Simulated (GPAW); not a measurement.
## Ta2NS2 MXene monolayer: simulated STM images

Aim: Tersoff-Hamann images of Ta2NS2 MXene monolayer at several biases.

Program: GPAW 26.7.0. Level of theory: GPAW, PAW setups; layer in a repeated cell with vacuum, relaxation of atoms and in-plane cell, in the first sound run; inputs show where later runs differ. Results are calculated unless marked as measured.

## Step 1: Set-up

The cell holds 5 atoms: 2 S, 2 Ta and 1 N. Cell: a = 3.155 Å, b = 3.155 Å, c = 24.144 Å, α = 90.0°, β = 90.0°, γ = 120.0°. Vacuum lies along c.

Structure file:

```cif
data_structure
_symmetry_space_group_name_H-M 'P 1'
_symmetry_Int_Tables_number 1
_cell_length_a 3.1546
_cell_length_b 3.1546
_cell_length_c 24.1442
_cell_angle_alpha 90.000
_cell_angle_beta 90.000
_cell_angle_gamma 120.000
_cell_volume 208.08
loop_
_atom_site_label
_atom_site_type_symbol
_atom_site_fract_x
_atom_site_fract_y
_atom_site_fract_z
_atom_site_occupancy
S1 S 0.33333 0.66667 0.37276 1
Ta2 Ta 0.66667 0.33333 0.44845 1
N3 N 0.00000 0.00000 0.50000 1
Ta4 Ta 0.33333 0.66667 0.55155 1
S5 S 0.66667 0.33333 0.62724 1
```

## Step 2: Relaxing the atoms

Forces are removed first; all later runs use this geometry.

Contents of run.py:

```python
import json
import numpy as np
from ase import Atoms
from ase.filters import FrechetCellFilter
from ase.optimize import BFGS
from gpaw import GPAW, PW

slab = Atoms(
    ['S', 'Ta', 'N', 'Ta', 'S'],
    positions=[
        [-0.00000, 1.82130, 9.00000],
        [1.57729, 0.91065, 10.82737],
        [0.00000, 0.00000, 12.07208],
        [-0.00000, 1.82130, 13.31679],
        [1.57729, 0.91065, 15.14416]],
    cell=[[3.15458, 0.0, 0.0], [-1.57729, 2.73195, 0.0], [0.0, 0.0, 24.1442]],
    pbc=[True, True, True])

slab.calc = GPAW(mode=PW(600), xc='PBE', kpts={'size': (12, 12, 1), 'gamma': True},
                 occupations={'name': 'fermi-dirac', 'width': 0.05}, nbands='160%',
                 convergence={'density': 1e-05}, maxiter=200,
                 symmetry={'tolerance': 1e-3}, txt='slab.txt')
result = {}
# The in-plane cell is free; stress needs a cell that repeats along all three vectors
path = []
opt = BFGS(FrechetCellFilter(slab, mask=[1, 1, 0, 0, 0, 1]), maxstep=0.2)
opt.attach(lambda: path.append((slab.get_potential_energy(), slab.positions.tolist(), slab.get_forces().tolist())))
result['relaxed'] = bool(opt.run(fmax=0.02, steps=45))
result['path'] = path
result['cell'] = slab.cell.tolist()
print('in-plane lattice', slab.cell.cellpar().round(4)[[0, 1, 5]])
energy = slab.get_potential_energy()
fermi = slab.calc.get_fermi_level()
v = slab.calc.get_electrostatic_potential().mean((0, 1)) - fermi
n = slab.calc.get_pseudo_density().mean((0, 1))
L = slab.cell[2, 2]
z = np.arange(len(v)) * L / len(v)
low, high = slab.positions[:, 2].min(), slab.positions[:, 2].max()
below, above = np.interp([low - 6.8, high + 6.8], z, v)
slopes = [np.interp(x, z, np.gradient(v, z)) for x in (low - 6.8, high + 6.8)]
eps = np.array([[slab.calc.get_eigenvalues(k, s) for k in range(len(slab.calc.get_ibz_k_points()))]
                for s in range(slab.calc.get_number_of_spins())]) - fermi
top, bottom = eps[eps < 0].max(), eps[eps > 0].min()
dipole = slab.get_dipole_moment()[2]
print(f'energy {energy:.4f} eV, Fermi level {fermi:.4f} eV, dipole {dipole:.5f} e A')
print(f'potential 6.8 A off the faces, from the Fermi level: lower {below:.4f} eV, upper {above:.4f} eV')
print(f'slope of the potential there: lower {slopes[0]:.5f}, upper {slopes[1]:.5f} eV/A')
print(f'nearest levels on the mesh: {top:.4f} and {bottom:.4f} eV')
print('magnetic moment', round(slab.get_magnetic_moment(), 3))
result.update(energy=energy, fermi=fermi, dipole=dipole, below=below, above=above, slopes=slopes, edges=[top, bottom],
              z=z.tolist(), v=v.tolist(), n=n.tolist(), positions=slab.positions.tolist(),
              forces=slab.get_forces(apply_constraint=False).tolist(), moments=slab.get_magnetic_moments().tolist())
json.dump(result, open('result.json', 'w'))
```

Command:

```sh
> OMP_NUM_THREADS=1 OPENBLAS_NUM_THREADS=1 python run.py
```

The log of the run:

```text
Step          Energy          fmax
BFGS:    0      -40.538191        2.241786
BFGS:    1      -40.717963        1.735930
BFGS:    2      -40.874997        1.379991
BFGS:    3      -40.918386        0.842099
BFGS:    4      -40.994778        0.746671
BFGS:    5      -41.163794        1.154906
BFGS:    6      -41.257278        1.119682
BFGS:    7      -41.346767        0.392829
BFGS:    8      -41.358494        0.282600
BFGS:    9      -41.365186        0.203613
BFGS:   10      -41.376770        0.095755
BFGS:   11      -41.378529        0.022153
BFGS:   12      -41.378688        0.001294
in-plane lattice [  3.2959   3.2959 120.    ]
energy -41.3740 eV, Fermi level 0.1523 eV, dipole -0.00068 e A
potential 6.8 A off the faces, from the Fermi level: lower 5.0650 eV, upper 5.0676 eV
slope of the potential there: lower -0.00051, upper -0.00052 eV/A
nearest levels on the mesh: -0.0317 and 0.1488 eV
magnetic moment 0.0
```

Wall time 22 min (1 thread of Arm Neoverse V1, shared host); peak memory 0.52 GiB.

Numbers from this step:

```
dipole along the normal                    : -6.78e-4 e·Å
levels nearest the Fermi level on the mesh : -0.03169, 0.1488 eV from the Fermi level
```

The electrostatic potential energy of an electron (without an applied field's), less the Fermi level, planar mean oscillates, so the rows of the table below give means over windows of 1.72 Å about each position, cut where the curve ends. Its maxima inside the range that stand out by 2 % of the span (Å: eV): 10.0: -6.30, 11.7: -10.5, 12.4: -10.5, 14.1: -6.29. Its minima: 9.3: -17.6, 11.0: -22.4, 12.1: -14.5, 13.2: -22.4, 14.8: -17.6.

The electrostatic potential energy of an electron (without an applied field's), less the Fermi level, planar mean by z; means over each step:

```
z (Å)  electrostatic potential energy of an electron (without an applied field's), less the Fermi level, planar mean (eV)
 0.86                                                                                                                5.07
 2.58                                                                                                                5.06
 4.30                                                                                                                5.06
 6.02                                                                                                                5.06
 7.74                                                                                                                4.21
 9.46                                                                                                               -9.50
11.18                                                                                                               -15.8
12.90                                                                                                               -15.9
14.62                                                                                                               -9.89
16.34                                                                                                                4.02
18.06                                                                                                                5.06
19.78                                                                                                                5.07
21.50                                                                                                                5.07
23.22                                                                                                                5.07
```

Table of pseudo valence density, planar mean by z:

```
z (Å)  pseudo valence density, planar mean (e/Å³)
  6.0                                      6.8e-5
  6.5                                      3.3e-4
  7.0                                     0.00161
  7.5                                     0.00806
  8.0                                      0.0405
  8.5                                       0.175
  9.0                                       0.385
  9.5                                       0.437
 10.0                                       0.454
 10.5                                       0.712
 11.0                                        1.21
 11.5                                       0.687
 12.0                                       0.723
 12.5                                       0.665
 13.0                                        1.07
 13.5                                       0.938
 14.0                                       0.460
 14.5                                       0.477
 15.0                                       0.386
 15.5                                       0.243
 16.0                                      0.0633
 16.5                                      0.0128
 17.0                                     0.00256
 17.5                                      5.2e-4
 18.0                                      1.1e-4
```

The relaxation lowered the energy of the cell by 0.846 eV (energies extrapolated to zero smearing; the optimiser's log prints free energies). The largest force left on a free atom is 0.0013 eV/Å.

(Part 1 of 2 ends here.)

[Logs are printed without paths, hosts, clocks, repeated set-up lines and the standing remarks that a program may print on its own settings, such as how far it seeks lower states.]

[Hosts, paths, dates, database ids (printed as entryN), source tags and the programs' standing remarks are cut or masked in the printed files.]
